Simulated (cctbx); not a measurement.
# Diagnosing a refinement

Cell a = 6.4640 Å, b = 7.6670 Å, c = 13.8010 Å, α = 90.00°, β = 90.00°, γ = 90.00°; space group Amm2 (no. 38).

Simulated single-crystal data (cctbx): Cu Kα, λ = 1.54184 Å, to d = 0.8 Å, 95 % of the full sphere, strongest reflection 70000 counts, noise from counting, a 2 % proportional error and a noise floor of 15 counts (s.d.); no absorption.

An anisotropic refinement with weights 1/σ² prints:

```text
Rint 0.018, 824 unique reflections to 0.80 A
cycle     R1     wR2    GooF  max shift (A)
   1  0.5764  0.8579  31.246   0.02897
  12  0.4186  0.7027  25.595   0.01001
final R1 0.4189 wR2 0.7027 GooF 25.593  parameters 22  data/parameter 37.5
atom        x        y        z      Ueq    occ   su(xyz)  su(Uiso or U11)
Nd1    0.50000  0.50000  0.16621  -0.0048  1.000  0.00192  0.0043  NPD
Ag1    0.50000  0.00000  0.16645   0.0489  1.000  0.00436  0.0251
Sr1    0.00000  0.50000  0.33565  -0.0193  1.000  0.00136  0.0067  NPD
Sr2    0.00000  0.00000  0.32987  -0.0170  1.000  0.00139  0.0073  NPD
Sr3    0.00000  0.23834  0.08160  -0.0171  1.000  0.00141  0.0044  NPD
difference map: max 169.09 min -25.23 rms 9.84
Q1    0.0000  0.0000  0.8332    2  169.09  0.03 A from Sr1
Q2    0.0000  0.2471  0.0824    4  166.92  0.07 A from Sr3
Q3    0.0000  0.0000  0.3320    2  166.44  0.03 A from Sr2
Q4    0.5000  0.2497  0.4153    4  151.20  3.92 A from Sr1
Q5    0.5000  0.0000  0.6656    2  107.35  0.01 A from Nd1
Q6    0.5000  0.0000  0.1653    2  104.93  0.02 A from Ag1
```

**Question.** Can this result stand? If not, what is the likely fault?

Mend it. The fault: an atom left out, Sr at (1/2, 0.7510, 0.4161). Against the right model at the same level, R1 goes from 0.0121 to 0.4189 and GooF from 0.93 to 25.59, U of Sr2 shrinks from 0.0187 to -0.0170 Å², U of Sr3 shrinks from 0.0163 to -0.0171 Å², U of Nd1 shrinks from 0.0126 to -0.0048 Å², U of Sr1 shrinks from 0.0124 to -0.0193 Å², the top difference peak, 169.1 e/Å³, lies on Sr1 and Nd1, Sr1, Sr2 and Sr3 go non-positive-definite. Q4 is the missing atom. With scattering power missing, scale and phases suffer, so peaks may also grow on the heavy atoms. The fit had not settled when the cycles ran out.

The compound is Sr6NdAg. The right model at the same level gives:

```text
Rint 0.018, 824 unique reflections to 0.80 A
cycle     R1     wR2    GooF  max shift (A)
   1  0.0726  0.1641   5.998   0.00582
   2  0.0121  0.0255   0.931   0.00000
final R1 0.0121 wR2 0.0255 GooF 0.931  parameters 28  data/parameter 29.4
atom        x        y        z      Ueq    occ   su(xyz)  su(Uiso or U11)
Nd1    0.50000  0.50000  0.16621   0.0126  1.000  0.00002  0.0001
Ag1    0.50000  0.00000  0.16606   0.0215  1.000  0.00004  0.0002
Sr1    0.00000  0.50000  0.33627   0.0124  1.000  0.00003  0.0002
Sr2    0.00000  0.00000  0.33004   0.0187  1.000  0.00004  0.0003
Sr3    0.00000  0.23673  0.08149   0.0163  1.000  0.00005  0.0002
Sr4    0.50000  0.75109  0.41498   0.0194  1.000  0.00008  0.0002
Flack x: 0.009(3)
Hooft y: 0.007(3)  Bijvoet pairs: 394
difference map: max 0.33 min -0.32 rms 0.07
Q1    0.5000  0.0000  0.9930    2    0.33  2.21 A from Sr4
Q2    0.0000  0.2228  0.7729    4    0.29  1.92 A from Sr1
Q3    0.4052  0.0000  0.8707    4    0.28  2.11 A from Sr4
Q4    0.2340  0.0000  0.0124    4    0.27  2.55 A from Sr3
Q5    0.1110  0.0000  0.1093    4    0.26  1.99 A from Sr3
Q6    0.2720  0.0000  0.1633    4    0.25  1.47 A from Ag1
```

Isotropic U is held between 0.0001 and 1 Å² by the program, and listed peak heights are interpolated, so they can pass the grid's maximum.

The model is made up (kin elements in a known structure type, no relaxation), so it says nothing on whether the phase exists.

[Middle refinement cycles are left out of these outputs.]

[Logs are printed without paths, hosts, clocks, repeated set-up lines and the standing remarks that a program may print on its own settings, such as how far it seeks lower states.]
